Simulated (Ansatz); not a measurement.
# AlZnInSe2S2: complex band structure

A new crystal, AlZnInSe2S2: structure, gap and complex bands. It is built by putting In for part of the Al in the Al2ZnSe2S2 structure of space group C2, with the volume rescaled by atomic radii. The parent structure comes from the Materials Project.

Main program and level: Ansatz 0.2.0; LDA DFT, plane waves, PAW files, in the first sound run; inputs show where later runs differ.

Report form: the programs' logs are mostly left out.

The structure was built from a prototype and need not be the compound's stable phase.

## (1) Set-up

The structure is monoclinic, space group C2 (No. 5). The conventional cell has a = 7.813 Å, b = 10.855 Å, c = 5.581 Å, α = 90.00°, β = 134.08°, γ = 90.00°. Nearest to Al lie 2 S at 2.33 Å and 2 Se at 2.46 Å. Nearest to In lie 2 S at 2.32 Å and 2 Se at 2.45 Å. Nearest to Zn lie 2 S at 2.43 Å and 2 Se at 2.53 Å. Nearest to Se lie 1 In at 2.45 Å and 1 Al at 2.46 Å and 1 Zn at 2.53 Å. Nearest to S lie 1 In at 2.32 Å and 1 Al at 2.33 Å and 1 Zn at 2.43 Å. It derives from Al2ZnSe2S2. In for part of the Al in the Al2ZnSe2S2 structure of space group C2. Farther neighbours and most contacts between anions are not listed.

## (2) Relaxing the new crystal

The substituted atoms don't fit the parent's cell, so cell and atoms relax together. A small smearing keeps the run stable in case the gap closes on the way.

input.yaml

```yaml
crystal:
  lattice:
    - [3.9063544775, -5.4273938937, 0.0]
    - [3.9063544775, 5.4273938937, 0.0]
    - [-3.8829404861, 0.0, 4.0093347925]
  atoms:
    - { symbol: Al, position: [0.4950915, 0.5049085, 0.0] }
    - { symbol: In, position: [0.255416, 0.744584, 0.5] }
    - { symbol: Zn, position: [0.995824, 0.004176, 0.0] }
    - { symbol: Se, position: [0.86347, 0.600246, 0.488171] }
    - { symbol: Se, position: [0.399754, 0.13653, 0.511829] }
    - { symbol: S, position: [0.606509, 0.866065, 0.987827] }
    - { symbol: S, position: [0.133935, 0.393491, 0.012173] }
kpoints:
  mp_grid: { grid: [4, 4, 6] }
scf:
  occupations: { method: gaussian, width: 0.03 }
hamiltonian:
  xc: lda
output:
  forces: true
  stress: true
relax:
  f_tol: 0.02
  max_steps: 60
  cell: {}
```

Launch:

```sh
ansatz run input.yaml --threads 2 --pin off --max-ram 4096MiB --backend cpu --events-out ev --progress --plain --runs-dir out
```

Run time: 67 s. Hardware: 2 threads of Arm Neoverse V2, shared host; peak memory 0.54 GiB.

The steps of the relaxation:

```
step  energy less that of the first step (eV)  largest force component (eV/Å)  pressure (GPa)  volume (Å³)
   1                                   0.0000                          1.5864           -0.40       170.01
   2                                  -0.6128                          0.3665           -1.10       161.51
   3                                  -0.6714                          0.2471           -0.18       157.80
   4                                  -0.6808                          0.0811            0.11       157.13
   5                                  -0.6827                          0.0249           -0.02       157.83
   6                                  -0.6828                          0.0060            0.00       157.72
  7*                                  -0.6808                          0.0061            0.00       157.72
```

Relaxation steps marked * repeat the geometry before them on a plane-wave basis chosen anew for their cell, so energy and pressure can jump there.

Forces are held to the 2 operations that the run works with; a distortion that breaks them can't arise in this run.

```
     cell as run  before   after  change
           a (Å)   6.687   6.666  -0.3 %
           b (Å)   6.687   6.666  -0.3 %
           c (Å)   5.581   5.352  -4.1 %
           α (°)  113.98  113.34  -0.6 %
           β (°)  113.98  113.34  -0.6 %
           γ (°)  108.51  111.32  +2.6 %
volume (Å³/atom)   24.29   22.53  -7.2 %
```

The atoms that moved most (Å, as changes of fractional coordinates times the final cell):

```
atom      dx      dy      dz  length
  S7  -0.021  -0.071  -0.200   0.213
  S6   0.021  -0.071   0.200   0.213
 Se4  -0.167   0.055   0.020   0.177
 Se5   0.167   0.055  -0.020   0.177
 In2   0.000   0.028   0.000   0.028
 Zn3   0.000   0.006   0.000   0.006
```

Numbers from this step:

```
free energy  : -21727.1062 eV
Fermi energy : 7.110 eV
pressure     : -0.003631 GPa
```

The largest force component on a free atom ends at 0.0061 eV/Å.

## (3) Band edges

The energy window and the wavevectors of the next steps follow from the band edges, so these are searched first, off the mesh as well.

input.yaml

```yaml
crystal:
  lattice:
    - [3.7602791971, -5.5040379978, -0.0102191924]
    - [3.7602791971, 5.5040379978, -0.0102191924]
    - [-3.7482293482, 0.0, 3.8203551566]
  atoms:
    - { symbol: Al, position: [0.4952090386, 0.5047909614, 0.0] }
    - { symbol: In, position: [0.2528510089, 0.7471489911, 0.5] }
    - { symbol: Zn, position: [0.995234896, 0.004765104, 0.0] }
    - { symbol: Se, position: [0.8388928566, 0.5855825055, 0.4933137392] }
    - { symbol: Se, position: [0.4144174945, 0.1611071434, 0.5066862608] }
    - { symbol: S, position: [0.6418605737, 0.8884663684, 1.0402623969] }
    - { symbol: S, position: [0.1115336316, 0.3581394263, -0.0402623969] }
kpoints:
  mp_grid: { grid: [6, 6, 6] }
  band_path: { path: [VBM, CBM], npoints: 30 }
scf:
  occupations: { method: fixed }
hamiltonian:
  xc: lda
output:
  eigenvalues: true
  write_potential: true
  write_density: true
  volumetric_format: npy
```

Wall time 62 s (2 threads); peak memory 0.62 GiB.

Numbers from this step:

| Property | Result |
| --- | --- |
| free energy | -21727.1081 eV |
| Fermi energy | 6.312 eV |
| gap on the k-mesh | 1.597 eV |
| gap on path | 1.597 eV, by band count; negative where bands overlap |
| direct gap on path | 1.597 eV |
| edge places on path | 0, 0 1/A along the path |

Levels at VBM (eV): -6.63, -6.50, -6.48, -6.44, -6.43, -5.77, -5.31, -3.69, -3.54, -3.27, -3.16, -3.00, -2.29, -2.15, -0.27, -0.27, 0.00, 1.60, 2.43, 2.92, 4.57, 4.63, 5.53, 5.77, 5.86.

The searched edges give 1.60 eV, as on the mesh.

## (4) Decaying states in the gap

This step: LDA DFT, plane waves, PAW files; complex bands by layer matching along the plane's normal (Ansatz 0.2.0).

The same crystal is laid in a cell whose first two vectors span the (010) plane (indices of the standard conventional cell, whose axes can be ordered otherwise than in the bulk input). At fixed energy and wavevector in the plane the solver finds all kz, real and complex. A few wavevectors are listed, (0, 0) and (0.5, 0) in units of the plane's reciprocal vectors; the slowest state needn't be among them.

input.yaml

```yaml
crystal:
  lattice:
    - [5.35204043, 0.0, 0.0]
    - [0.070529585, 5.353957366, 0.0]
    - [-2.640755423, 2.676978683, 5.504037998]
  atoms:
    - { symbol: Al, position: [0.5047909614, 0.4952090386, 0.0095819228] }
    - { symbol: In, position: [0.2471489911, 0.2528510089, 0.4942979822] }
    - { symbol: Zn, position: [0.004765104, 0.995234896, 0.009530208] }
    - { symbol: Se, position: [0.6544208826, 0.8388928566, 0.7466896489] }
    - { symbol: Se, position: [0.0922687663, 0.4144174945, 0.7466896489] }
    - { symbol: S, position: [0.3984018232, 0.6418605737, 0.2466057947] }
    - { symbol: S, position: [0.8482039715, 0.1115336316, 0.2466057947] }
kpoints:
  mp_grid: { grid: [6, 6, 6] }
scf:
  occupations: { method: fixed }
hamiltonian:
  xc: lda
output:
  eigenvalues: true
  transmission:
    leads: [[0, 0]]
    kpoints: [[0.0, 0.0], [0.5, 0.0]]
    e_range: [-1.0, 2.6]
    de: 0.06
```

It took 79 s on 2 threads; peak memory 0.84 GiB; 2.2 min of CPU time.

This step gave:

| Quantity | Value |
| --- | --- |
| level to which the leads are filled | 0.7986 eV from the Fermi level |
| decay constant at the filling level, zone centre | 0.1464 Å⁻¹ |
| decay constant at the filling level, slowest listed point | 0.1464 Å⁻¹ |

K parallel (0, 0); values up to 1.5 1/Å, a degenerate pair printed once or twice; energies at which all values exceed this have no row. The Im kz of the slowest decaying states by energy, zero at the highest filled level on the SCF mesh:

```
energy (eV)  decay 1 (Å⁻¹)  decay 2 (Å⁻¹)  decay 3 (Å⁻¹)  decay 4 (Å⁻¹)
      -1.00          0.220          0.315          0.328          0.399
      -0.88          0.186          0.323          0.338          0.401
      -0.70         0.0951          0.333          0.347          0.403
      -0.58          0.338          0.351          0.403          0.411
      -0.40          0.344          0.354          0.402          0.412
      -0.28          0.347          0.355          0.400          0.413
      -0.16         0.0704          0.142          0.349          0.355
       0.02         0.0661          0.107          0.225          0.350
       0.14          0.122          0.169          0.262          0.350
       0.32          0.137          0.246          0.305          0.344
       0.44          0.143          0.281          0.329          0.340
       0.56          0.147          0.309          0.334          0.343
       0.74          0.147          0.325          0.336          0.343
       0.86          0.145          0.317          0.331          0.351
       1.04          0.136          0.304          0.322          0.337
       1.16          0.127          0.295          0.314          0.327
       1.28          0.113          0.284          0.305          0.316
       1.46         0.0798          0.266          0.288          0.297
       1.58         0.0294          0.253          0.274          0.283
       1.76          0.230          0.247          0.259          0.331
       1.88          0.212          0.223          0.241          0.321
       2.00          0.189          0.192          0.221          0.298
       2.18         0.0730          0.154          0.185          0.229
       2.30         0.0410          0.121          0.155          0.166
       2.48         0.0214         0.0903          0.148          0.252
       2.60          0.182          0.234          0.418          0.464
```

K parallel (0, 0). Re kz of states that move upwards against energy, zero at the highest filled level on the SCF mesh:

```
energy (eV)  channel 1 (Å⁻¹)  channel 2 (Å⁻¹)  channel 3 (Å⁻¹)
      -1.00           -0.466           -0.224                -
      -0.82           -0.376           -0.186                -
      -0.64           -0.535           -0.293           -0.145
      -0.46           -0.374           -0.202          -0.0990
      -0.34           -0.304           -0.121          -0.0574
      -0.16           -0.196                -                -
       0.02                -                -                -
       0.20                -                -                -
       0.38                -                -                -
       0.56                -                -                -
       0.74                -                -                -
       0.86                -                -                -
       1.04                -                -                -
       1.22                -                -                -
       1.40                -                -                -
       1.58                -                -                -
       1.76           0.0981                -                -
       1.94            0.155                -                -
       2.06            0.193                -                -
       2.24           -0.462            0.273                -
       2.42                -                -                -
       2.60           -0.517           -0.473            0.200
```

K parallel (0.5, 0); values up to 1.5 1/Å, a degenerate pair printed once or twice; energies at which all values exceed this have no row. Table of Im kz of the slowest decaying states by energy, zero at the highest filled level on the SCF mesh:

```
energy (eV)  decay 1 (Å⁻¹)  decay 2 (Å⁻¹)  decay 3 (Å⁻¹)  decay 4 (Å⁻¹)
      -1.00          0.118          0.169          0.172          0.872
      -0.88          0.120          0.160          0.205          0.851
      -0.70          0.215          0.245          0.819           1.38
      -0.58          0.267          0.268          0.798           1.37
      -0.40          0.293          0.320          0.766           1.35
      -0.28          0.308          0.346          0.745           1.33
      -0.16          0.321          0.368          0.725           1.32
       0.02          0.338          0.395          0.694           1.29
       0.14          0.347          0.410          0.674           1.28
       0.32          0.360          0.428          0.645           1.26
       0.44          0.368          0.438          0.625           1.24
       0.56          0.375          0.428          0.468          0.605
       0.74          0.385          0.407          0.516          0.570
       0.86          0.395          0.542           1.19              -
       1.04          0.395          0.538           1.17              -
       1.16          0.395          0.533           1.15              -
       1.28          0.395          0.527           1.13              -
       1.46          0.383          0.408          0.516           1.11
       1.58          0.377          0.415          0.507           1.09
       1.76          0.367          0.446          0.453          0.509
       1.88          0.360          0.437          0.517           1.05
       2.00          0.353          0.426          0.519           1.03
       2.18           0.34          0.410          0.517           1.01
       2.30          0.331          0.399          0.514          0.989
       2.48          0.315          0.381          0.507          0.960
       2.60          0.302          0.368          0.501          0.941
```

At the listed wavevectors the last open channel is at -0.04 eV and the next at +1.64 eV on the grid. At +0.80 eV, the grid energy nearest the filling level (the middle of the gap on the SCF mesh), the slowest state at the listed wavevectors decays with κ = 0.146 Å⁻¹, its amplitude falling by e over 6.8 Å. Through 1 nm of this crystal that state's transmission falls by exp(−2 × 0.146 Å⁻¹ × 10 Å) = 0.054.

## (5) Decay over the two-dimensional zone

The listed points could miss the slowest state, so one energy near mid-gap is solved on a mesh of 8×8.

Edit input.yaml of step 4 so:

```diff
@@ -21,6 +21,2 @@
   eigenvalues: true
-  transmission:
-    leads: [[0, 0]]
-    kpoints: [[0.0, 0.0], [0.5, 0.0]]
-    e_range: [-1.0, 2.6]
-    de: 0.06
+  transmission: { leads: [[0, 0]], kmesh: [8, 8], e_range: [0.8, 0.81], de: 0.05 }
```

Elapsed: 98 s, on 2 threads; peak memory 0.99 GiB; 3.2 min of CPU time.

Numbers from this step:

```yaml
least_decay_constant_on_the_mesh: 0.1464 Å⁻¹
```

Slowest decay constant (1/Å; 0 where a channel is open) over k1 and k2. At 0.8000 eV from the Fermi level.

Ten even steps from '0' (0.146) to '9' (0.398):
```
55688864
86666655
98655558
98650568
98555568
85566666
54688865
35998995
```
Columns: k1 (b1) from -0.5 to 0.375; rows upwards: k2 (b2) from -0.5 to 0.375.

The least value on the mesh is 0.146 Å⁻¹ at +0.80 eV. At that energy the listed points give about 0.146 Å⁻¹ by interpolation, so the mesh holds no clearly slower state.

## (6) Band edges at another level

This step: LDA DFT, plane waves, JTH PAW files (Ansatz 0.2.0).

The edges again with JTH files, at the same atoms.

input.yaml

```yaml
crystal:
  lattice:
    - [3.7602791971, -5.5040379978, -0.0102191924]
    - [3.7602791971, 5.5040379978, -0.0102191924]
    - [-3.7482293482, 0.0, 3.8203551566]
  atoms:
    - { symbol: Al, position: [0.4952090386, 0.5047909614, 0.0] }
    - { symbol: In, position: [0.2528510089, 0.7471489911, 0.5] }
    - { symbol: Zn, position: [0.995234896, 0.004765104, 0.0] }
    - { symbol: Se, position: [0.8388928566, 0.5855825055, 0.4933137392] }
    - { symbol: Se, position: [0.4144174945, 0.1611071434, 0.5066862608] }
    - { symbol: S, position: [0.6418605737, 0.8884663684, 1.0402623969] }
    - { symbol: S, position: [0.1115336316, 0.3581394263, -0.0402623969] }
kpoints:
  mp_grid: { grid: [6, 6, 6] }
  band_path: { path: [VBM, CBM], npoints: 30 }
scf:
  occupations: { method: fixed }
hamiltonian:
  xc: lda
  pseudopotentials: { kind: paw, source: jth }
output:
  eigenvalues: true
```

Elapsed: 0.03 s, on 2 threads; peak memory 0.068 GiB.

The input was rejected at the start.

The program's message: “Error: no pseudopotential record for In at <dir> Nothing was run.”

## (7) Summary of results

| Item | Value |
| --- | --- |
| band gap | 1.60 eV |
| least decay constant at mid-gap, normal to (010) | 0.146 Å⁻¹ |
| least decay constant on a mesh, normal to (010) | 0.146 Å⁻¹ |

**Reading.** With LDA, the slowest decay at the wavevectors tried is κ = 0.146 Å⁻¹, normal to (010). Through such a film the transmission near mid-gap falls as exp(−2κd), a factor of ten every 7.9 Å. A free electron under a barrier of half the gap would need a mass of 0.10 mₑ to decay at this rate. The compound is made up by substitution; its stability against other phases and against distortions of the cell's symmetry was not tested. A semilocal functional narrows gaps, so real decay constants are likely larger.

[Logs are printed without paths, hosts, clocks, repeated set-up lines and the standing remarks that a program may print on its own settings, such as how far it seeks lower states.]

[Hosts, paths, dates, database ids (printed as entryN), source tags and the programs' standing remarks are cut or masked in the printed files.]
